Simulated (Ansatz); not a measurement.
# A hypothetical structure for SrNiBr6, part 2 of 2

This structure for SrNiBr6 is made up. Its elements were placed in a known structure type with a cell scaled to their sizes. What cell does the guess relax to, and how far off was it?

Ansatz 0.2.0; DFT, PBEsol, plane-wave PAW, files of the set soft_1, scalar-relativistic, ferromagnetic start, cell and ions relaxed at zero pressure; PAW set soft_1 (the session's first sound run).

So far: Starting point; Relaxation of the guess. The relaxed cell has a = 6.426, c = 18.595 Å (conventional setting).

### 3. Electronic structure of the relaxed cell

A second self-consistent run takes a narrower smearing and the mesh shown in its input; the bands follow along the standard path of the relaxed lattice.

This step: DFT, PBEsol, plane-wave PAW, files of the set soft_1, scalar-relativistic, no spin, bands and density of states at the relaxed cell; PAW set soft_1 (Ansatz 0.2.0).

Contents of input.yaml:

```yaml
crystal:
  lattice:
    - [3.2128835295, 1.8549591705, 6.1983028309]
    - [-3.2128835295, 1.8549591705, 6.1983028309]
    - [0.0, -3.7099183415, 6.1983028307]
  atoms:
    - { symbol: Sr, position: [0.5, 0.5, 0.5] }
    - { symbol: Br, position: [0.4042827012, 0.0060961567, 0.8100398927] }
    - { symbol: Br, position: [0.0060961567, 0.8100398927, 0.4042827012] }
    - { symbol: Br, position: [0.8100398927, 0.4042827012, 0.0060961567] }
    - { symbol: Br, position: [0.5957172988, 0.9939038433, 0.1899601073] }
    - { symbol: Br, position: [0.9939038433, 0.1899601073, 0.5957172988] }
    - { symbol: Br, position: [0.1899601073, 0.5957172988, 0.9939038433] }
    - { symbol: Ni, position: [0.0, 0.0, 0.0] }
kpoints:
  mp_grid: { grid: [6, 6, 6] }
  band_path:
    path:
      - [[0.0, 0.0, 0.0], [0.5, 0.0, 0.0], [0.5, 0.22637458, -0.22637458]]
      - [[0.77362542, 0.5, 0.22637458], [0.5, 0.5, 0.5], [0.0, 0.0, 0.0], [0.36318729, 0.0, -0.36318729]]
      - [[0.63681271, 0.36318729, 0.0], [0.5, 0.5, 0.0], [0.63681271, 0.63681271, 0.22637458], [0.5, 0.5, 0.5]]
      - [[0.5, 0.0, 0.0], [0.77362542, 0.36318729, 0.36318729]]
    npoints: 8
scf:
  occupations: { method: fermi_dirac, width: 0.03 }
  n_extra_bands: 12
hamiltonian:
  xc: pbesol
  pseudopotentials: { kind: paw, azcp: { folder: soft_1 }, xc_functional: pbe }
output:
  forces: true
  stress: true
  write_bands: true
  dos: { projected: true }
  write_density: true
  write_potential: true
  elf: true
  volumetric_format: npy
```

Run with:

```console
> ansatz run input.yaml --threads 4 --pin off --max-ram 10240MiB --backend cpu --events-out ev --progress --plain --runs-dir out
```

Numbers of over 12 decimals in the logs are rounded to 6 here.

Output:

```text
[...]
Crystal: 8 atoms, lattice volume = 221.643 Å³
Basis set: ecut = 420 eV, 4335 PW (Γ), exchange–correlation on 100×100×100 points (8 copies of the dense FFT grid, shifted against one another)
Bands: 47, of which v1, the nominal top of the filled ones, is band 35 counted from 1 (34 counted from 0)
Symmetry: 6 space group operations
[...]
k-points: 40 of 216
[...]
SCF iter   1: F=—  HF=-25734.642322 eV  |F-HF|=—  |Δ(HF+E_count)|=         —  Δρ=1.77e-1  dr2=6.87e1  ethr=3.10e-3  ⟨swp⟩=8.8  Hψ=10104  notcnv=0  defer=16
[...]
SCF iter  11: F=-25722.771561 eV  HF=-25722.771561 eV  |F-HF|=4.16e-8  |Δ(HF+E_count)|=   1.22e-6  Δρ=4.60e-6  dr2=5.68e-8  ethr=1.43e-10  ⟨swp⟩=18.8  Hψ=18170  notcnv=0
SCF 1 converged in 11 iterations: F = -25722.771561 eV  dr2 = 5.68e-8
[...]
NSCF: frozen V_eff on 76 k-points
SCF converged after 11 iterations
Free energy (F): -25722.771561 eV
[...]
Internal energy: -25722.771480 eV  (E = F + TS)
E sigma→0 (E₀):  -25722.771521 eV
Entropy (-TS):   -0.000081 eV (-0.010 meV/atom)
Fermi energy:    4.390654 eV
[...]
--- Forces (eV/Å), atoms counted from 1 ---
  atom   1  Sr     0.00000000     0.00000000     0.00000000
  atom   2  Br    -0.00093861    -0.00079549    -0.00120687
  atom   3  Br    -0.00021961     0.00121061    -0.00120687
  atom   4  Br     0.00115822    -0.00041511    -0.00120687
  atom   5  Br     0.00093861     0.00079549     0.00120687
  atom   6  Br     0.00021961    -0.00121061     0.00120687
  atom   7  Br    -0.00115822     0.00041511     0.00120687
  atom   8  Ni     0.00000000    -0.00000000     0.00000000
  max |Σ_I F_I| component: 1.19e-17 eV/Å
--- Stress (GPa, compression-positive) ---
       -0.007141       0.000000       0.000000
       -0.000000      -0.007141      -0.000000
        0.000000      -0.000000      -0.002347
  P = ⅓ Tr σ = -0.0055 GPa (-0.055 kbar)
--- Band table (eV; the first three rows and the last of 40) ---
  k-point 0: bands = [... 31 lower, 3.6232, 3.9748, 4.1567, 4.1567, 4.9995, 4.9995, 8.7970, 9.7803, ... 8 higher]
  k-point 1: bands = [... 31 lower, 3.6625, 3.8616, 4.0242, 4.1032, 4.8892, 4.9993, 9.2284, 9.6036, ... 8 higher]
  k-point 2: bands = [... 31 lower, 3.5879, 3.7595, 4.0303, 4.0842, 4.7032, 5.0111, 9.2919, 9.3750, ... 8 higher]
  k-point 39: bands = [... 31 lower, 4.0077, 4.0077, 4.0757, 4.0757, 5.0895, 5.0895, 9.2560, 9.5984, ... 8 higher]
```

The job ended after 11 s (4 threads of AMD EPYC 7B13 (Zen 3), shared host; peak memory 0.97 GiB).

Numbers from this step:

* free energy: -25722.7716 eV
* Fermi energy: 4.391 eV
* gap by band count: 0.4254 eV
* pressure: -0.005543 GPa

From bands.tsv. The electronic bands at the labelled points (eV, zero at the valence top; v1 is the highest filled band, c1 the lowest empty one):

```csv
point,v4,v3,v2,v1,c1,c2,c3,c4
Γ,-0.53,-0.18,0.00,0.00,0.84,0.84,4.64,5.62
halfway,-0.53,-0.39,-0.10,-0.09,0.63,0.85,5.27,5.36
L,-0.62,-0.50,-0.14,-0.07,0.52,0.87,5.02,5.09
halfway,-0.58,-0.42,-0.22,-0.10,0.58,0.73,4.83,5.12
B1,-0.63,-0.54,-0.24,-0.11,0.62,0.69,4.71,5.04
jump to B,-0.63,-0.54,-0.24,-0.11,0.62,0.69,4.71,5.04
halfway,-0.38,-0.34,-0.17,-0.06,0.70,0.85,4.94,5.14
Z,-0.15,-0.15,-0.08,-0.08,0.93,0.93,5.10,5.44
halfway,-0.30,-0.30,-0.02,-0.02,0.90,0.90,5.18,5.35
Γ,-0.53,-0.18,0.00,0.00,0.84,0.84,4.64,5.62
halfway,-0.44,-0.43,-0.20,-0.05,0.58,0.83,5.04,5.41
X,-0.63,-0.53,-0.27,-0.10,0.59,0.69,4.72,4.98
jump to Q,-0.63,-0.53,-0.27,-0.10,0.59,0.69,4.72,4.98
halfway,-0.70,-0.39,-0.27,-0.15,0.48,0.76,4.64,4.98
F,-0.72,-0.33,-0.23,-0.18,0.43,0.79,4.60,5.02
halfway,-0.71,-0.34,-0.21,-0.17,0.45,0.79,4.62,5.03
P1,-0.67,-0.36,-0.24,-0.12,0.49,0.82,4.69,5.07
halfway,-0.34,-0.32,-0.11,-0.06,0.72,0.88,4.98,5.17
Z,-0.15,-0.15,-0.08,-0.08,0.93,0.93,5.10,5.44
jump to L,-0.62,-0.50,-0.14,-0.07,0.52,0.87,5.02,5.09
halfway,-0.58,-0.40,-0.30,-0.04,0.51,0.86,4.88,5.09
P,-0.67,-0.36,-0.24,-0.12,0.49,0.82,4.69,5.07
```

States per cell as run, both spins, in windows of 1 eV, from dos.tsv (zero at the valence-band top):

| from | to | total |
| --- | --- | --- |
| -8 | -7 | 0.00 |
| -7 | -6 | 0.00 |
| -6 | -5 | 0.09 |
| -5 | -4 | 1.91 |
| -4 | -3 | 12.96 |
| -3 | -2 | 3.23 |
| -2 | -1 | 12.37 |
| -1 | 0 | 11.44 |
| 0 | 1 | 4.00 |
| 1 | 2 | 0.00 |
| 2 | 3 | 0.00 |
| 3 | 4 | 0.00 |
| 4 | 5 | 1.45 |

A further 28.0 states lie below the table's range.

Valence density in the ac plane of the conventional cell at fractional y = 0.000, with atoms of Sr and Br and Ni within 0.2 Å of it. It is the smooth field of the valence electrons, not physical close to the nuclei.

Values in e/Å³, 13 rows by 16 columns, each cell a mean:
```
 8  2  1  1  1  1  1  0  0  0  0  0  0  0  1  5
 0  0  0  1  1  1  0  0  0  0  0  0  0  0  0  0
 0  0  0  0  0  0  0  0  0  0  0  0  0  0  0  0
 0  0  0  0  0  0  0  0  0  1  1  1  1  1  0  0
 0  0  0  0  0  1  1  1  0  0  0  0  0  0  0  0
 0  0  0  0  1  1  1  1  1  0  0  0  0  0  0  0
 2  2  1  0  0  0  0  0  0  0  0  0  0  0  1  2
 0  0  0  0  0  0  0  1  1  1  1  1  0  0  0  0
 0  0  0  0  0  0  0  0  0  0  0  0  0  0  0  0
 0  0  0  1  1  1  1  0  0  0  0  0  0  0  0  0
 0  0  0  0  0  0  0  0  0  0  0  0  0  0  0  0
 0  0  0  0  0  0  0  0  0  0  1  1  1  0  0  0
14  3  0  0  0  0  0  0  0  0  1  1  1  1  1  9
```
Columns run along a (6.4 Å), rows up along c (18.6 Å), edges of the conventional cell, whose origin can differ from the input's. Atoms in or near the plane, at fractional coordinates: Sr at (0.00, 0.50), Br at (0.60, 0.41), Br at (0.40, 0.59), Ni at (0.00, 0.00).

ELF in the ac plane of the conventional cell at fractional y = 0.000, with atoms of Sr and Br and Ni within 0.2 Å of it. It is the smooth field of the valence electrons, not physical close to the nuclei.

Ten even steps from '_' (0.01) to '@' (0.88), each cell a mean:
```
**--::++##%%@@%%**..______......::++
..::**@@##++##@@@@==____..::::::....
__..**@@@@@@@@@@**::____........____
____..==++**++--..__________________
__________________::++####**==::____
____..::--::____::##@@@@%%##%%##--__
____..::::..____::**@@@@####@@@@++__
__________....::..::==**%%%%%%**::__
______--**%%%%%%%%**--..__..________
____::##@@@@==..++@@%%==____________
++==::--##@@%%##@@@@%%==______..--++
==%%%%--..==++++==--....____..**@@**
**%%##--______::==**######==..++%%##
==::..______::##@@@@****@@@@**::::--
____________::**@@%%--==%%@@%%++..__
______..::::....--**##%%##++--..____
__..++%%@@@@%%**--......____________
__::##@@%%++##@@%%==____..----::..__
__..++%%%%%%@@@@%%==____..::::..____
______::==++++==::__________________
__________________..--**####**==..__
____....::....__..**%%@@%%%%@@%%==__
......::::..____::##@@@@****%%##--..
%%==::..........__::**####**++--::**
```
Columns run along a (6.4 Å), rows up along c (18.6 Å), edges of the conventional cell, whose origin can differ from the input's. Atoms in or near the plane, at fractional coordinates: Sr at (0.00, 0.50), Br at (0.60, 0.41), Br at (0.40, 0.59), Ni at (0.00, 0.00).

Electrostatic potential energy in the ac plane of the conventional cell at fractional y = 0.000, with atoms of Sr and Br and Ni within 0.2 Å of it. With pseudopotentials it is smooth inside the atoms' cores, unlike the true potential.

Values in eV, 13 rows by 16 columns, each cell a mean:
```
 -3  -6  -2 -13 -26 -25  -9   6   9  10  10   9   8   6  -3  -4
 10   9   7  -2 -13 -13  -3   5   8   9   9   9  10  10  10  10
 10  10  10  10  10   9   9   8   8   6   1  -2   2   7   9  10
 10  10  10   9  10  10  10   9   6  -6 -30 -39 -26  -1   8  10
 10  10  10   9   6  -5 -11  -8   3   8   9   9   9  10  10  10
 -4   1   5   5  -5 -31 -39 -35 -11   6   9   9   8   6   3  -2
-52 -42 -10   3   7   8   9   9   9   8   8   7   5  -3 -28 -50
  2   4   6   8   9   9   8  -2 -32 -45 -43 -18   3   7   5   3
 10  10  10   9   8   7   8   7   2  -4  -2   5   9  10  10  10
 10   9   4 -17 -39 -40 -18   3   8   9  10  10   9   9  10  10
 10  10   9   7   4   3   6   7   8   8   9   9  10  10  10  10
 10  10   9   9   9   9   9   8   6  -1 -16 -22 -14   2   8  10
 -2  -7   1   7   9  10  10  10   9   2 -13 -20 -14  -2  -7  -5
```
Columns run along a (6.4 Å; values clipped at the 3rd and 97th percentile), rows up along c (18.6 Å), edges of the conventional cell, whose origin can differ from the input's. Atoms in or near the plane, at fractional coordinates: Sr at (0.00, 0.50), Br at (0.60, 0.41), Br at (0.40, 0.59), Ni at (0.00, 0.00).

### 4. Outcome

| Item | Value |
| --- | --- |
| space group, relaxed | R-3 |
| conventional cell | a = 6.426, b = 6.426, c = 18.595 Å; α = 90.0°, β = 90.0°, γ = 120.0° |
| volume per atom | 27.71 Å³ (guess 33.08) |
| total moment | 0.00 μB in the cell of 8 atoms |

What this shows: SrNiBr6 relaxes to R-3 with a = 6.426, b = 6.426 and c = 18.595 Å. The guessed volume was 19 % too large. The space group R-3 was held in the relaxation, so the end point is a stationary structure within it and may be a saddle against distortions or other arrangements. The moments died out from this one start and weren't seeded again at the relaxed cell. It has an indirect Kohn–Sham gap of 0.43 eV, which semilocal functionals understate. On the 6×6×6 mesh with the narrower smearing (relaxed on 5×5×5) the largest force component is 0.001 eV/Å and the largest stress component is 0.007 GPa, within the relaxation's thresholds of 0.015 eV/Å and 0.05 GPa. The cutoff wasn't tested. No dispersion term is used, so weakly bound directions may come out too long. Nothing here tests whether the compound is stable against decomposition.

[Logs are printed without paths, hosts, clocks, repeated set-up lines and the standing remarks that a program may print on its own settings, such as how far it seeks lower states.]

[Hosts, paths, dates, database ids (printed as entryN), source tags and the programs' standing remarks are cut or masked in the printed files.]
